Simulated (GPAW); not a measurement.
## Nb2N(OH)2 MXene monolayer in an electric field

Wanted: the out-of-plane polarisability of Nb2N(OH)2 MXene monolayer.

Program: GPAW 26.7.0. Level of theory: GPAW, PAW setups; layer in a repeated cell with vacuum, relaxation of atoms and in-plane cell, in the first sound run; inputs show where later runs differ. Results are calculated unless marked as measured.

## 1. Set-up

The cell holds 7 atoms: 2 H, 2 O, 2 Nb and 1 N. Cell: a = 3.079 Å, b = 3.079 Å, c = 24.758 Å, α = 90.0°, β = 90.0°, γ = 120.0°. Vacuum lies along c.

Structure file:

```cif
data_structure
_symmetry_space_group_name_H-M 'P 1'
_symmetry_Int_Tables_number 1
_cell_length_a 3.0791
_cell_length_b 3.0791
_cell_length_c 24.7582
_cell_angle_alpha 90.000
_cell_angle_beta 90.000
_cell_angle_gamma 120.000
_cell_volume 203.28
loop_
_atom_site_label
_atom_site_type_symbol
_atom_site_fract_x
_atom_site_fract_y
_atom_site_fract_z
_atom_site_occupancy
H1 H 0.33333 0.66667 0.36352 1
O2 O 0.33333 0.66667 0.40310 1
Nb3 Nb 0.66667 0.33333 0.45093 1
N4 N 0.00000 0.00000 0.50000 1
Nb5 Nb 0.33333 0.66667 0.54907 1
O6 O 0.66667 0.33333 0.59690 1
H7 H 0.66667 0.33333 0.63648 1
```

## 2. Relaxation

The atoms are relaxed first, since the surface dipole, and with it the work function, follows the positions of the outer layers.

The input, run.py:

```python
import json
import numpy as np
from ase import Atoms
from ase.filters import FrechetCellFilter
from ase.optimize import BFGS
from gpaw import GPAW, PW

slab = Atoms(
    ['H', 'O', 'Nb', 'N', 'Nb', 'O', 'H'],
    positions=[
        [-0.00000, 1.77771, 9.00000],
        [-0.00000, 1.77771, 9.98000],
        [1.53954, 0.88885, 11.16417],
        [0.00000, 0.00000, 12.37909],
        [-0.00000, 1.77771, 13.59401],
        [1.53954, 0.88885, 14.77818],
        [1.53954, 0.88885, 15.75818]],
    cell=[[3.07908, 0.0, 0.0], [-1.53954, 2.66656, 0.0], [0.0, 0.0, 24.7582]],
    pbc=[True, True, True])

slab.calc = GPAW(mode=PW(600), xc='PBE', kpts={'size': (12, 12, 1), 'gamma': True},
                 occupations={'name': 'fermi-dirac', 'width': 0.05}, nbands='160%',
                 convergence={'density': 1e-05}, maxiter=200,
                 symmetry={'tolerance': 1e-3}, txt='slab.txt')
result = {}
# The in-plane cell is free; stress needs a cell that repeats along all three vectors
path = []
opt = BFGS(FrechetCellFilter(slab, mask=[1, 1, 0, 0, 0, 1]), maxstep=0.2)
opt.attach(lambda: path.append((slab.get_potential_energy(), slab.positions.tolist(), slab.get_forces().tolist())))
result['relaxed'] = bool(opt.run(fmax=0.02, steps=45))
result['path'] = path
result['cell'] = slab.cell.tolist()
print('in-plane lattice', slab.cell.cellpar().round(4)[[0, 1, 5]])
energy = slab.get_potential_energy()
fermi = slab.calc.get_fermi_level()
v = slab.calc.get_electrostatic_potential().mean((0, 1)) - fermi
n = slab.calc.get_pseudo_density().mean((0, 1))
L = slab.cell[2, 2]
z = np.arange(len(v)) * L / len(v)
low, high = slab.positions[:, 2].min(), slab.positions[:, 2].max()
below, above = np.interp([low - 6.8, high + 6.8], z, v)
slopes = [np.interp(x, z, np.gradient(v, z)) for x in (low - 6.8, high + 6.8)]
eps = np.array([[slab.calc.get_eigenvalues(k, s) for k in range(len(slab.calc.get_ibz_k_points()))]
                for s in range(slab.calc.get_number_of_spins())]) - fermi
top, bottom = eps[eps < 0].max(), eps[eps > 0].min()
dipole = slab.get_dipole_moment()[2]
print(f'energy {energy:.4f} eV, Fermi level {fermi:.4f} eV, dipole {dipole:.5f} e A')
print(f'potential 6.8 A off the faces, from the Fermi level: lower {below:.4f} eV, upper {above:.4f} eV')
print(f'slope of the potential there: lower {slopes[0]:.5f}, upper {slopes[1]:.5f} eV/A')
print(f'nearest levels on the mesh: {top:.4f} and {bottom:.4f} eV')
print('magnetic moment', round(slab.get_magnetic_moment(), 3))
result.update(energy=energy, fermi=fermi, dipole=dipole, below=below, above=above, slopes=slopes, edges=[top, bottom],
              z=z.tolist(), v=v.tolist(), n=n.tolist(), positions=slab.positions.tolist(),
              forces=slab.get_forces(apply_constraint=False).tolist(), moments=slab.get_magnetic_moments().tolist())
json.dump(result, open('result.json', 'w'))
```

The run is started by

```bash
> OMP_NUM_THREADS=1 OPENBLAS_NUM_THREADS=1 python run.py
```

What it wrote:

```text
Step          Energy          fmax
BFGS:    0      -52.975696        2.657201
BFGS:    1      -53.217708        1.375910
BFGS:    2      -53.470069        1.265954
BFGS:    3      -52.416707        6.165320
BFGS:    4      -53.574865        0.667569
BFGS:    5      -53.593917        0.613513
BFGS:    6      -53.670649        0.438582
BFGS:    7      -53.736791        0.542106
BFGS:    8      -53.768973        0.365648
BFGS:    9      -53.788764        0.299298
BFGS:   10      -53.812520        0.324285
BFGS:   11      -53.845743        0.396326
BFGS:   12      -53.874305        0.416390
BFGS:   13      -53.885326        0.165497
BFGS:   14      -53.884761        0.020321
BFGS:   15      -53.884538        0.001755
in-plane lattice [  3.2094   3.2094 120.    ]
energy -53.8739 eV, Fermi level 1.4785 eV, dipole -0.00031 e A
potential 6.8 A off the faces, from the Fermi level: lower 2.5272 eV, upper 2.5284 eV
slope of the potential there: lower -0.00109, upper 0.00055 eV/A
nearest levels on the mesh: -0.0083 and 0.0141 eV
magnetic moment 0.0
```

Elapsed: 30 min, on 1 thread of Arm Neoverse V1, shared host; peak memory 0.64 GiB.

This step gave:

- dipole along the normal: -3.09e-4 e·Å
- levels nearest the Fermi level on the mesh: -0.008285, 0.01415 eV from the Fermi level

The electrostatic potential energy of an electron (without an applied field's), less the Fermi level, planar mean oscillates, so the rows of the table below give means over windows of 1.59 Å about each position, cut where the curve ends. Its maxima inside the range that stand out by 2 % of the span (Å: eV): 9.4: -0.563, 10.4: -6.75, 12.0: -12.6, 12.7: -12.6, 14.3: -6.75, 15.4: -0.558. Its minima: 9.0: -1.39, 10.0: -10.5, 11.3: -23.6, 12.4: -16.2, 13.4: -23.6, 14.8: -10.5, 15.7: -1.39.

Table of electrostatic potential energy of an electron (without an applied field's), less the Fermi level, planar mean by z; means over each step:

```tsv
z (Å)	electrostatic potential energy of an electron (without an applied field's), less the Fermi level, planar mean (eV)
0.80	2.53
2.39	2.53
3.98	2.52
5.57	2.48
7.16	2.11
8.75	-0.0478
10.34	-9.68
11.93	-17.0
13.52	-16.4
15.11	-4.61
16.70	1.19
18.29	2.36
19.88	2.51
21.47	2.53
23.06	2.53
24.65	2.53
```

The pseudo valence density, planar mean oscillates, so the rows of the table below give means over windows of 1.24 Å about each position, cut where the curve ends. Its maxima inside the range that stand out by 2 % of the span (Å: e/Å³): 10.1: 0.855, 11.3: 1.38, 12.4: 0.825, 13.4: 1.38, 14.7: 0.855. Its minima: 10.6: 0.486, 12.0: 0.782, 12.7: 0.782, 14.1: 0.486.

Table of pseudo valence density, planar mean by z; means over each step:

```tsv
z (Å)	pseudo valence density, planar mean (e/Å³)
4.34	9.0e-5
5.58	5.1e-4
6.82	0.00225
8.06	0.0158
9.30	0.307
10.54	0.723
11.78	0.999
13.02	1.01
14.26	0.710
15.50	0.284
16.74	0.0142
17.98	0.00215
19.22	4.8e-4
20.46	8.5e-5
```

The relaxation lowered the energy of the cell by 0.912 eV (energies extrapolated to zero smearing; the optimiser's log prints free energies). The largest force left on a free atom is 0.0018 eV/Å.

## 3. The slab's potential

With the geometry fixed, the planar mean of the potential gives the vacuum level on each side.

This step: GPAW, PAW setups; slab in vacuum (GPAW 26.7.0).

The cell differs from the one that the last finished run ended in (c 24.758 → 24.708 Å).

The input, run.py:

```python
import json
import numpy as np
from ase import Atoms
from gpaw import GPAW, PW

slab = Atoms(
    ['H', 'O', 'Nb', 'N', 'Nb', 'O', 'H'],
    positions=[
        [-0.00000, 1.85296, 9.00000],
        [-0.00000, 1.85296, 9.98019],
        [1.60470, 0.92647, 11.30214],
        [-0.00000, -0.00000, 12.35422],
        [-0.00000, 1.85296, 13.40629],
        [1.60470, 0.92647, 14.72824],
        [1.60470, 0.92647, 15.70843]],
    cell=[[3.20941, 0.0, 0.0], [-1.6047, 2.77943, 0.0], [0.0, 0.0, 24.7084]],
    pbc=[True, True, False])

slab.calc = GPAW(mode=PW(500), xc='PBE', kpts={'size': (12, 12, 1), 'gamma': True},
                 occupations={'name': 'fermi-dirac', 'width': 0.05}, nbands='160%',
                 convergence={'density': 1e-05}, maxiter=200,
                 poissonsolver={'dipolelayer': 'xy'},
                 symmetry={'tolerance': 1e-3}, txt='slab.txt')
result = {}
energy = slab.get_potential_energy()
fermi = slab.calc.get_fermi_level()
v = slab.calc.get_electrostatic_potential().mean((0, 1)) - fermi
n = slab.calc.get_pseudo_density().mean((0, 1))
L = slab.cell[2, 2]
z = np.arange(len(v)) * L / len(v)
low, high = slab.positions[:, 2].min(), slab.positions[:, 2].max()
below, above = np.interp([low - 6.8, high + 6.8], z, v)
slopes = [np.interp(x, z, np.gradient(v, z)) for x in (low - 6.8, high + 6.8)]
eps = np.array([[slab.calc.get_eigenvalues(k, s) for k in range(len(slab.calc.get_ibz_k_points()))]
                for s in range(slab.calc.get_number_of_spins())]) - fermi
top, bottom = eps[eps < 0].max(), eps[eps > 0].min()
dipole = slab.get_dipole_moment()[2]
print(f'energy {energy:.4f} eV, Fermi level {fermi:.4f} eV, dipole {dipole:.5f} e A')
print(f'potential 6.8 A off the faces, from the Fermi level: lower {below:.4f} eV, upper {above:.4f} eV')
print(f'slope of the potential there: lower {slopes[0]:.5f}, upper {slopes[1]:.5f} eV/A')
print(f'nearest levels on the mesh: {top:.4f} and {bottom:.4f} eV')
print('magnetic moment', round(slab.get_magnetic_moment(), 3))
result.update(energy=energy, fermi=fermi, dipole=dipole, below=below, above=above, slopes=slopes, edges=[top, bottom],
              z=z.tolist(), v=v.tolist(), n=n.tolist(), positions=slab.positions.tolist(),
              forces=slab.get_forces(apply_constraint=False).tolist(), moments=slab.get_magnetic_moments().tolist())
json.dump(result, open('result.json', 'w'))
```

What it wrote:

```text
energy -52.7432 eV, Fermi level 1.4779 eV, dipole 0.00054 e A
potential 6.8 A off the faces, from the Fermi level: lower 2.5499 eV, upper 2.5394 eV
slope of the potential there: lower -0.00032, upper 0.00032 eV/A
nearest levels on the mesh: -0.0101 and 0.0135 eV
magnetic moment 0.0
```

The job ended after 2.2 min (1 thread; peak memory 0.29 GiB).

Numbers from this step:

- dipole along the normal: 5.45e-4 e·Å
- levels nearest the Fermi level on the mesh: -0.01014, 0.01348 eV from the Fermi level
- upper work function: 2.539 eV
- lower work function: 2.550 eV

The electrostatic potential energy of an electron (without an applied field's), less the Fermi level, planar mean oscillates, so the rows of the table below give means over windows of 1.54 Å about each position, cut where the curve ends. Its maxima inside the range that stand out by 2 % of the span (Å: eV): 9.3: -0.547, 10.4: -6.77, 12.0: -12.7, 12.7: -12.7, 14.3: -6.77, 15.4: -0.557. Its minima: 9.0: -1.37, 10.0: -10.5, 11.3: -23.6, 12.4: -16.3, 13.4: -23.6, 14.7: -10.5, 15.7: -1.38.

Table of electrostatic potential energy of an electron (without an applied field's), less the Fermi level, planar mean by z; means over each step:

z (Å), electrostatic potential energy of an electron (without an applied field's), less the Fermi level, planar mean (eV) and a bar from the least value:
```
     0.77        2.5 ##############################
     2.31        2.5 ##############################
     3.85        2.5 ##############################
     5.39        2.5 ##############################
     6.93        2.2 ##############################
     8.47        0.4 ###########################
    10.01       -6.6 #################
    11.55      -17.7 
    13.09      -17.8 
    14.63       -7.1 ################
    16.17        0.2 ###########################
    17.71        2.2 #############################
    19.25        2.5 ##############################
    20.79        2.5 ##############################
    22.33        2.5 ##############################
    23.87        2.5 ##############################
```

The pseudo valence density, planar mean oscillates, so the rows of the table below give means over windows of 1.35 Å about each position, cut where the curve ends. Its maxima inside the range that stand out by 2 % of the span (Å: e/Å³): 10.0: 0.858, 11.4: 1.35, 12.4: 0.822, 13.3: 1.35, 14.7: 0.858. Its minima: 10.6: 0.488, 12.0: 0.780, 12.7: 0.780, 14.1: 0.488.

The pseudo valence density, planar mean by z; means over each step:

```tsv
z (Å)	pseudo valence density, planar mean (e/Å³)
3.38	2.3e-5
4.73	1.7e-4
6.08	0.00100
7.43	0.00492
8.78	0.109
10.13	0.623
11.48	1.01
12.83	0.961
14.18	0.752
15.53	0.266
16.88	0.0104
18.23	0.00162
19.58	3.0e-4
20.93	4.3e-5
```

Force by atom:

```tsv
atom	x (eV/Å)	y (eV/Å)	z (eV/Å)	size
H1	0.000	0.000	-0.097	0.097
O2	0.000	0.000	0.161	0.161
Nb3	0.000	0.000	-0.014	0.014
N4	0.000	0.000	0.000	0.000
Nb5	0.000	0.000	0.014	0.014
O6	0.000	0.000	-0.161	0.161
H7	0.000	0.000	0.097	0.097
```

The potential is flat to 3.2e-4 eV/Å where it is read, so the vacuum is wide enough.

## 4. In a field

A uniform field along the normal polarises the slab; the atoms stay fixed, so this is the electronic response alone.

Changes to run.py since step 3:

```diff
@@ -4,2 +4,3 @@
 from gpaw import GPAW, PW
+from gpaw.external import ConstantElectricField
 
@@ -22,2 +23,3 @@
                  poissonsolver={'dipolelayer': 'xy'},
+                 external=ConstantElectricField(-0.2, [0, 0, 1]),
                  symmetry={'tolerance': 1e-3}, txt='slab.txt')
```

What it wrote:

```text
energy -52.7553 eV, Fermi level 1.4637 eV, dipole -0.12069 e A
potential 6.8 A off the faces, from the Fermi level: lower 1.3520 eV, upper 3.7997 eV
slope of the potential there: lower -0.00012, upper 0.00124 eV/A
nearest levels on the mesh: -0.0112 and 0.0095 eV
magnetic moment 0.0
```

Run time: 7.9 min. Hardware: 1 thread; peak memory 0.67 GiB.

This step gave:

| Quantity | Value |
| --- | --- |
| dipole along the normal | -0.1207 e·Å |
| levels nearest the Fermi level on the mesh | -0.01116, 0.009497 eV from the Fermi level |
| potential below the slab, the applied field's own ramp left out | 1.352 eV from the Fermi level |
| potential above the slab, the applied field's own ramp left out | 3.800 eV from the Fermi level |

The electrostatic potential energy of an electron (without an applied field's), less the Fermi level, planar mean oscillates, so the rows of the table below give means over windows of 1 Å about each position, cut where the curve ends. Its maxima inside the range that stand out by 2 % of the span (Å: eV): 9.3: -1.21, 10.4: -7.17, 12.0: -12.7, 12.7: -12.6, 14.3: -6.37, 15.4: 0.101, 24.2: 3.80. Its minima: 9.0: -2.11, 10.0: -11.0, 11.3: -23.9, 12.4: -16.3, 13.4: -23.4, 14.7: -10.0, 15.7: -0.657.

Table of electrostatic potential energy of an electron (without an applied field's), less the Fermi level, planar mean by z; means over each step:

z (Å), electrostatic potential energy of an electron (without an applied field's), less the Fermi level, planar mean (eV) and a bar from the least value:
```
        0        1.8 ###########################
        1        1.4 ###########################
        2        1.4 ###########################
        3        1.4 ###########################
        4        1.3 ###########################
        5        1.3 ###########################
        6        1.3 ##########################
        7        1.1 ##########################
        8        0.5 #########################
        9       -1.4 #######################
       10       -7.7 ##############
       11      -17.5 
       12      -15.6 ###
       13      -17.5 
       14      -12.3 #######
       15       -4.8 ##################
       16        0.6 #########################
       17        2.8 #############################
       18        3.5 ##############################
       19        3.7 ##############################
       20        3.8 ##############################
       21        3.8 ##############################
       22        3.8 ##############################
       23        3.8 ##############################
       24        3.7 ##############################
```

Force by atom:

```tsv
atom	x (eV/Å)	y (eV/Å)	z (eV/Å)	size
H1	0.000	0.000	-0.070	0.070
O2	0.000	0.000	0.099	0.099
Nb3	0.000	0.000	0.020	0.020
N4	0.000	0.000	-0.008	0.008
Nb5	0.000	0.000	0.039	0.039
O6	0.000	0.000	-0.210	0.210
H7	0.000	0.000	0.120	0.120
```

The dipole is now -0.121 e Å, against 5.4e-4 in the run without a field.

## 5. Field on

Changes to run.py since step 4:

```diff
@@ -23,3 +23,3 @@
                  poissonsolver={'dipolelayer': 'xy'},
-                 external=ConstantElectricField(-0.2, [0, 0, 1]),
+                 external=ConstantElectricField(-0.1, [0, 0, 1]),
                  symmetry={'tolerance': 1e-3}, txt='slab.txt')
```

What it wrote:

```text
energy -52.7462 eV, Fermi level 1.4743 eV, dipole -0.06014 e A
potential 6.8 A off the faces, from the Fermi level: lower 1.9426 eV, upper 3.1623 eV
slope of the potential there: lower -0.00018, upper 0.00062 eV/A
nearest levels on the mesh: -0.0104 and 0.0125 eV
magnetic moment 0.0
```

It took 8.3 min on 1 thread; peak memory 0.67 GiB.

Numbers from this step:

- dipole along the normal: -0.06014 e·Å
- levels nearest the Fermi level on the mesh: -0.01037, 0.01251 eV from the Fermi level
- potential below the slab, the applied field's own ramp left out: 1.943 eV from the Fermi level
- potential above the slab, the applied field's own ramp left out: 3.162 eV from the Fermi level

The electrostatic potential energy of an electron (without an applied field's), less the Fermi level, planar mean oscillates, so the rows of the table below give means over windows of 1.54 Å about each position, cut where the curve ends. Its maxima inside the range that stand out by 2 % of the span (Å: eV): 9.3: -0.882, 10.4: -6.97, 12.0: -12.7, 12.7: -12.6, 14.3: -6.57, 15.4: -0.224. Its minima: 9.0: -1.74, 10.0: -10.8, 11.3: -23.7, 12.4: -16.3, 13.4: -23.5, 14.7: -10.3, 15.7: -1.02.

The electrostatic potential energy of an electron (without an applied field's), less the Fermi level, planar mean by z; means over each step:

z (Å), electrostatic potential energy of an electron (without an applied field's), less the Fermi level, planar mean (eV) and a bar from the least value:
```
     0.77        2.0 ############################
     2.31        1.9 ############################
     3.85        1.9 ############################
     5.39        1.9 ############################
     6.93        1.7 ############################
     8.47       -0.1 #########################
    10.01       -6.8 ################
    11.55      -17.7 
    13.09      -17.7 
    14.63       -6.9 ################
    16.17        0.7 ##########################
    17.71        2.7 #############################
    19.25        3.1 ##############################
    20.79        3.2 ##############################
    22.33        3.2 ##############################
    23.87        3.1 ##############################
```

Force by atom:

```tsv
atom	x (eV/Å)	y (eV/Å)	z (eV/Å)	size
H1	0.000	0.000	-0.084	0.084
O2	0.000	0.000	0.131	0.131
Nb3	0.000	0.000	0.001	0.001
N4	0.000	0.000	-0.004	0.004
Nb5	0.000	0.000	0.028	0.028
O6	0.000	0.000	-0.187	0.187
H7	0.000	0.000	0.109	0.109
```

The dipole is now -0.0601 e Å, against 5.4e-4 in the run without a field.

(Part 1 of 2 ends here.)

[Logs are printed without paths, hosts, clocks, repeated set-up lines and the standing remarks that a program may print on its own settings, such as how far it seeks lower states.]

[Hosts, paths, dates, database ids (printed as entryN), source tags and the programs' standing remarks are cut or masked in the printed files.]
